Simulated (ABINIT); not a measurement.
**WS2 (Tungstenite): G0W0 with ABINIT, start to end**

Wanted: ground state, empty states, screening and self-energy for WS2 (Tungstenite).

Main program and level: ABINIT 10.8.3; PBEsol and many-body steps on it, plane waves.

This is a report of a sequence of runs, with most program output left out.

## 1. The starting structure

Symmetry: P6_3/mmc, No. 194, hexagonal system. The conventional cell has a = 3.153 Å, b = 3.153 Å, c = 12.323 Å, α = 90.00°, β = 90.00°, γ = 120.00°. W has 6 S at 2.40 Å nearest. S has 3 W at 2.40 Å nearest. Farther neighbours and most contacts between anions are not listed.

The cell and positions come from the Crystallography Open Database and are kept as given unless a step says otherwise. Spin-orbit coupling is left out unless a step names it.

## 2. Ground state

This step: ABINIT 10.8.3; DFT, PBEsol, plane waves, norm-conserving pseudopotentials.

The ground-state density comes first.

Input file run.abi:

```
acell 3*1.0 Angstrom
rprim 
  3.153199999992 0.000000000002 0.000000000000
  -1.576599999998 2.730751303206 0.000000000000
  0.000000000000 0.000000000000 12.323000000000
ntypat 2
znucl 74 16
natom 6
typat 1 1 2 2 2 2
xred 
  0.333333333333 0.666666666667 0.250000000000
  0.666666666667 0.333333333333 0.750000000000
  0.333333333333 0.666666666667 0.622500000000
  0.666666666667 0.333333333333 0.122500000000
  0.333333333333 0.666666666667 0.877500000000
  0.666666666667 0.333333333333 0.377500000000
pp_dirpath "pseudos"
pseudos "W.upf, S.upf"
ecut 31
ngkpt 6 6 2
nshiftk 1
shiftk 0 0 0
kptopt 1
chksymbreak 0
nband 33
occopt 1
tolvrs 1e-10
nstep 60
prtwf 0
indata_prefix "in"
outdata_prefix "out"
tmpdata_prefix "tmp"
```

The run is started by

```console
OMP_NUM_THREADS=1 mpirun -n 4 abinit run.abi > log
```

Elapsed: 42 s, on 4 MPI ranks of Arm Neoverse V1, shared host; peak memory 0.37 GiB.

This step gave:

| Quantity | Value |
| --- | --- |
| total energy | -5331.5092 eV |
| gap | 0.9350 eV |
| k of the valence top | 0, 0, 0 |
| k of the conduction bottom | 0.1667, 0.1667, 0 |
| least direct gap | 1.822 eV |
| pressure | -0.9119 GPa |

The gap is indirect, with the least direct gap 0.89 eV higher.

The cutoff was set for levels, not for stress, so the pressure can be off by some GPa.

## 3. Bands along the symmetry lines

The cheap functional maps the bands first; the places of the edges decide which points the dearer methods must see.

Input file run.abi:

```
acell 3*1.0 Angstrom
rprim 
  3.153199999992 0.000000000002 0.000000000000
  -1.576599999998 2.730751303206 0.000000000000
  0.000000000000 0.000000000000 12.323000000000
ntypat 2
znucl 74 16
natom 6
typat 1 1 2 2 2 2
xred 
  0.333333333333 0.666666666667 0.250000000000
  0.666666666667 0.333333333333 0.750000000000
  0.333333333333 0.666666666667 0.622500000000
  0.666666666667 0.333333333333 0.122500000000
  0.333333333333 0.666666666667 0.877500000000
  0.666666666667 0.333333333333 0.377500000000
pp_dirpath "pseudos"
pseudos "W.upf, S.upf"
ecut 31
iscf -2
irdden 1
kptopt 0
nkpt 75
kpt 
  0.00000000 0.00000000 0.00000000
  0.06250000 0.00000000 0.00000000
  0.12500000 0.00000000 0.00000000
  0.18750000 0.00000000 0.00000000
  0.25000000 0.00000000 0.00000000
  0.31250000 0.00000000 0.00000000
  0.37500000 0.00000000 0.00000000
  0.43750000 0.00000000 0.00000000
  0.50000000 0.00000000 0.00000000
  0.47916667 0.04166667 0.00000000
  0.45833333 0.08333333 0.00000000
  0.43750000 0.12500000 0.00000000
  0.41666666 0.16666666 0.00000000
  0.39583333 0.20833333 0.00000000
  0.37500000 0.25000000 0.00000000
  0.35416666 0.29166666 0.00000000
  0.33333333 0.33333333 0.00000000
  0.29166666 0.29166666 0.00000000
  0.25000000 0.25000000 0.00000000
  0.20833333 0.20833333 0.00000000
  0.16666666 0.16666666 0.00000000
  0.12500000 0.12500000 0.00000000
  0.08333333 0.08333333 0.00000000
  0.04166667 0.04166667 0.00000000
  0.00000000 0.00000000 0.00000000
  0.00000000 0.00000000 0.06250000
  0.00000000 0.00000000 0.12500000
  0.00000000 0.00000000 0.18750000
  0.00000000 0.00000000 0.25000000
  0.00000000 0.00000000 0.31250000
  0.00000000 0.00000000 0.37500000
  0.00000000 0.00000000 0.43750000
  0.00000000 0.00000000 0.50000000
  0.06250000 0.00000000 0.50000000
  0.12500000 0.00000000 0.50000000
  0.18750000 0.00000000 0.50000000
  0.25000000 0.00000000 0.50000000
  0.31250000 0.00000000 0.50000000
  0.37500000 0.00000000 0.50000000
  0.43750000 0.00000000 0.50000000
  0.50000000 0.00000000 0.50000000
  0.47916667 0.04166667 0.50000000
  0.45833333 0.08333333 0.50000000
  0.43750000 0.12500000 0.50000000
  0.41666666 0.16666666 0.50000000
  0.39583333 0.20833333 0.50000000
  0.37500000 0.25000000 0.50000000
  0.35416666 0.29166666 0.50000000
  0.33333333 0.33333333 0.50000000
  0.29166666 0.29166666 0.50000000
  0.25000000 0.25000000 0.50000000
  0.20833333 0.20833333 0.50000000
  0.16666666 0.16666666 0.50000000
  0.12500000 0.12500000 0.50000000
  0.08333333 0.08333333 0.50000000
  0.04166667 0.04166667 0.50000000
  0.00000000 0.00000000 0.50000000
  0.50000000 0.00000000 0.50000000
  0.50000000 0.00000000 0.43750000
  0.50000000 0.00000000 0.37500000
  0.50000000 0.00000000 0.31250000
  0.50000000 0.00000000 0.25000000
  0.50000000 0.00000000 0.18750000
  0.50000000 0.00000000 0.12500000
  0.50000000 0.00000000 0.06250000
  0.50000000 -0.00000000 0.00000000
  0.33333333 0.33333333 0.50000000
  0.33333333 0.33333333 0.43750000
  0.33333333 0.33333333 0.37500000
  0.33333333 0.33333333 0.31250000
  0.33333333 0.33333333 0.25000000
  0.33333333 0.33333333 0.18750000
  0.33333333 0.33333333 0.12500000
  0.33333333 0.33333333 0.06250000
  0.33333333 0.33333333 0.00000000
istwfk *1
nband 38
nbdbuf 7
tolwfr 1e-07
nstep 50
prtwf 0
prtvol 0
indata_prefix "in"
outdata_prefix "out"
tmpdata_prefix "tmp"
```

It took 83 s on 4 MPI ranks; peak memory 0.53 GiB.

This step gave:

```yaml
gap: 0.9350 eV
k_of_the_valence_top: 0, 0, 0
k_of_the_conduction_bottom: 0.1667, 0.1667, 0
least_direct_gap: 1.822 eV
```

The gap is 0.935 eV, as in the run before at this level.

Electronic bands along the path, in eV, zero at the top of the highest filled band:

```
    point  band 23  band 24  band 25  band 26  band 27  band 28  band 29  band 30
        Γ    -2.18    -1.49    -1.26     0.00     2.30     2.30     2.31     2.31
  halfway    -2.56    -1.86    -1.65    -1.50     1.31     1.85     2.07     2.29
        M    -1.95    -1.74    -1.72    -1.54     2.31     2.36     2.57     2.90
  halfway    -3.00    -2.60    -1.23    -0.96     1.94     2.05     2.63     2.88
        K    -2.92    -2.92    -0.76    -0.54     1.28     1.28     1.98     3.25
  halfway    -2.09    -1.83    -1.54    -1.52     0.94     1.82     2.06     2.14
        Γ    -2.18    -1.49    -1.26     0.00     2.30     2.30     2.31     2.31
  halfway    -2.19    -2.13    -0.75    -0.08     2.30     2.30     2.30     2.30
        A    -2.21    -2.21    -0.32    -0.32     2.30     2.30     2.30     2.30
  halfway    -2.35    -2.35    -1.52    -1.52     1.74     1.74     1.95     1.95
        L    -1.85    -1.85    -1.62    -1.62     2.33     2.33     2.76     2.76
  halfway    -2.87    -2.87    -1.08    -1.08     2.00     2.00     2.82     2.82
        H    -3.10    -3.10    -0.66    -0.66     1.28     1.28     2.53     2.53
  halfway    -2.02    -2.02    -1.52    -1.52     1.35     1.35     2.20     2.20
        A    -2.21    -2.21    -0.32    -0.32     2.30     2.30     2.30     2.30
jump to L    -1.85    -1.85    -1.62    -1.62     2.33     2.33     2.76     2.76
  halfway    -1.92    -1.77    -1.69    -1.56     2.32     2.35     2.63     2.86
        M    -1.95    -1.74    -1.72    -1.54     2.31     2.36     2.57     2.90
jump to H    -3.10    -3.10    -0.66    -0.66     1.28     1.28     2.53     2.53
  halfway    -2.99    -2.99    -0.73    -0.58     1.28     1.28     2.13     3.00
        K    -2.92    -2.92    -0.76    -0.54     1.28     1.28     1.98     3.25
```

## 4. Empty states on the mesh, 3×3×1 mesh, 380 bands

The sums over transitions need many empty states on a uniform mesh; this step solves for them.

Input file run.abi:

```
acell 3*1.0 Angstrom
rprim 
  3.153199999992 0.000000000002 0.000000000000
  -1.576599999998 2.730751303206 0.000000000000
  0.000000000000 0.000000000000 12.323000000000
ntypat 2
znucl 74 16
natom 6
typat 1 1 2 2 2 2
xred 
  0.333333333333 0.666666666667 0.250000000000
  0.666666666667 0.333333333333 0.750000000000
  0.333333333333 0.666666666667 0.622500000000
  0.666666666667 0.333333333333 0.122500000000
  0.333333333333 0.666666666667 0.877500000000
  0.666666666667 0.333333333333 0.377500000000
pp_dirpath "pseudos"
pseudos "W.upf, S.upf"
ecut 31
ngkpt 3 3 1
nshiftk 1
shiftk 0 0 0
kptopt 1
chksymbreak 0
iscf -2
irdden 1
istwfk *1
nband 380
nbdbuf 34
tolwfr 1e-09
nstep 60
prtvol 0
indata_prefix "in"
outdata_prefix "out"
tmpdata_prefix "tmp"
```

The run is started by

```console
OMP_NUM_THREADS=1 mpirun -n 3 abinit run.abi > log
```

Run time: 2.9 min. Hardware: 3 MPI ranks; peak memory 0.36 GiB.

This step gave:

```
gap                                                           : 1.282 eV
k of the valence top                                          : 0, 0, 0
k of the conduction bottom                                    : 0.3333, 0.3333, 0
least direct gap                                              : 1.822 eV
k points computed                                             : 3
lowest point of the top converged band, above the valence top : 107.3658 eV
```

On this mesh the gap is 1.282 eV. The earlier step found 0.935 eV, so this mesh misses an edge.

## 5. Screening, 3×3×1 mesh, 346 bands, screening to 179.6 eV

The RPA dielectric matrix is built and inverted for each q.

This step: RPA screening on PBEsol, plane waves, norm-conserving pseudopotentials.

run.abi, as its differences from that of step 4:

```diff
@@ -24,10 +24,11 @@
 chksymbreak 0
-iscf -2
-irdden 1
 istwfk *1
-nband 380
-nbdbuf 34
-tolwfr 1e-09
-nstep 60
-prtvol 0
+occopt 1
+irdwfk 1
+optdriver 3
+nband 346
+ecuteps 6.6
+inclvkb 2
+awtr 1
+symchi 1
 indata_prefix "in"
```

The run is started by

```console
OMP_NUM_THREADS=1 mpirun -n 4 abinit run.abi > log
```

Wall time 87 s (4 MPI ranks); peak memory 1.4 GiB.

This step gave:

```
ε∞ with local fields, on this mesh, along the program's q direction : 17.62
the same without local fields                                       : 19.75
plasma frequency                                                    : 25.99 eV
plane waves in the screening matrix                                 : 573
```

Local fields lower ε∞ by 11 %. On a Γ-centred mesh this coarse the value itself is usually too large, while a short band sum pulls it down.

## 6. Self-energy, 3×3×1 mesh, 346 bands, screening to 179.6 eV

The self-energy is evaluated for the states that the input lists, and the levels follow from it, in one-shot runs by the linearised quasiparticle equation.

This step: G0W0 on PBEsol, plane waves, norm-conserving pseudopotentials.

run.abi, as its differences from that of step 5:

```diff
@@ -27,8 +27,17 @@
 irdwfk 1
-optdriver 3
+optdriver 4
 nband 346
+gwcalctyp 0
+ecutsigx 31
+symsigma 1
+nkptgw 2
+kptgw 
+  0.0000000000 0.0000000000 0.0000000000
+  0.3333333333 0.3333333333 0.0000000000
+bdgw 
+  25 28
+  25 28
 ecuteps 6.6
-inclvkb 2
-awtr 1
-symchi 1
+irdscr 1
+ppmodel 1
 indata_prefix "in"
```

The job ended after 42 s (4 MPI ranks; peak memory 1.3 GiB; 2.8 min of CPU time).

Numbers from this step:

```
G0W0 gap on the points computed              : 1.983 eV
starting gap on the mesh                     : 1.282 eV
k of the valence top                         : 0, 0, 0
k of the conduction bottom                   : 0.3333, 0.3333, 0
Z at the valence top                         : 0.781
Z at the conduction bottom                   : 0.782
least direct G0W0 gap on the computed points : 2.512 eV
```

The gap on the mesh goes from 1.28 eV to 1.98 eV, a correction of +0.70 eV. The start differs from the 0.93 eV found before because the two sample other k points.

Limits: finite bands, cutoff and mesh; no spin-orbit coupling; coarse k mesh. v1 is the top filled band, c1 the lowest empty one. The levels before and after the correction (eV, zero at the valence-band top of each column):

```
           conduction bottom  valence top
Kohn-Sham               1.28         0.00
     G0W0               1.98         0.00
```

```
                           level  energy (eV)
Kohn-Sham                   Γ v2       -1.259
Kohn-Sham                   Γ v1        0.000
Kohn-Sham                Γ c1-c2        2.304
Kohn-Sham     (0.333 0.333 0) v2       -0.758
Kohn-Sham     (0.333 0.333 0) v1       -0.540
Kohn-Sham  (0.333 0.333 0) c1-c2        1.282
     G0W0                   Γ v2       -1.269
     G0W0                   Γ v1        0.000
     G0W0                Γ c1-c2        2.795
     G0W0     (0.333 0.333 0) v2       -0.760
     G0W0     (0.333 0.333 0) v1       -0.529
     G0W0  (0.333 0.333 0) c1-c2        1.983
```

## 7. Where the time went

Times are wall times on the hardware named with each run, good to a factor of about two.

```
                          step     time  share  memory (GiB)
                  ground state     42 s   10 %          0.37
bands along the symmetry lines     83 s   19 %          0.53
      empty states on the mesh  2.9 min   41 %          0.36
                     screening     87 s   20 %           1.4
                   self-energy     42 s   10 %           1.3
```

## 8. What came out

- PBEsol gap: 0.93 eV, indirect
- G0W0 gap on the mesh: 1.98 eV
- G0W0 gap over the zone (rigid shift): 1.64 eV
- GW settings: 3×3×1 mesh, 346 bands, screening to 179.6 eV, Godby-Needs plasmon pole
- known limits: not at the basis limit; no spin-orbit coupling; coarse k mesh

What this shows: G0W0 moves the gap on the mesh from 1.28 eV to 1.98 eV (+0.70 eV), with Z of 0.78 and 0.78 at the edges. The mesh misses the band edges by 0.35 eV in all; a rigid shift gives 1.64 eV for the zone. Local fields lower the RPA ε∞ on this mesh from 19.75 to 17.62; a Γ-centred mesh this coarse tends to raise both, most where the direct gap is narrow, while a short band sum lowers them. Only 2 of the mesh's irreducible points were corrected, so a valley elsewhere could overtake. The dearest step here is «empty states on the mesh». Bands and cutoff are finite, so the gap is not at the basis limit. The miss can reach some tenths of an eV and take either sign; the mesh is an error of its own. In the G0W0 run levels were corrected at 2 k points alone, so a gap called «on the mesh» is the least over those, and an edge elsewhere would be missed. A denser mesh or path gives a starting gap of 0.93 eV: the GW mesh misses a band edge, so its gaps are not the fundamental one. The 3×3×1 mesh is coarse for this cell, which bears on the long-range parts of exchange and screening. The many-body steps are scalar-relativistic: spin-orbit coupling is not in them.

[Paths, hosts, dates, memory and timing lines, banners, echoed tables and standing remarks are left out of the program output.]

[Logs are printed without paths, hosts, clocks, repeated set-up lines and the standing remarks that a program may print on its own settings, such as how far it seeks lower states.]

[Runs of the session that timed out or met a known fault of the program may be left out.]

[Hosts, paths, dates, database ids (printed as entryN), source tags and the programs' standing remarks are cut or masked in the printed files.]

[G0W0 gaps are taken among the corrected bands and points alone; a level outside them can change the order at an edge.]

[Where Ansatz stands beside ABINIT at settings called matched, ABINIT's density can come from a denser mesh and the files from another edition; pairs whose starting gaps differed by over 0.03 eV were left out, so agreement reads better than it is.]
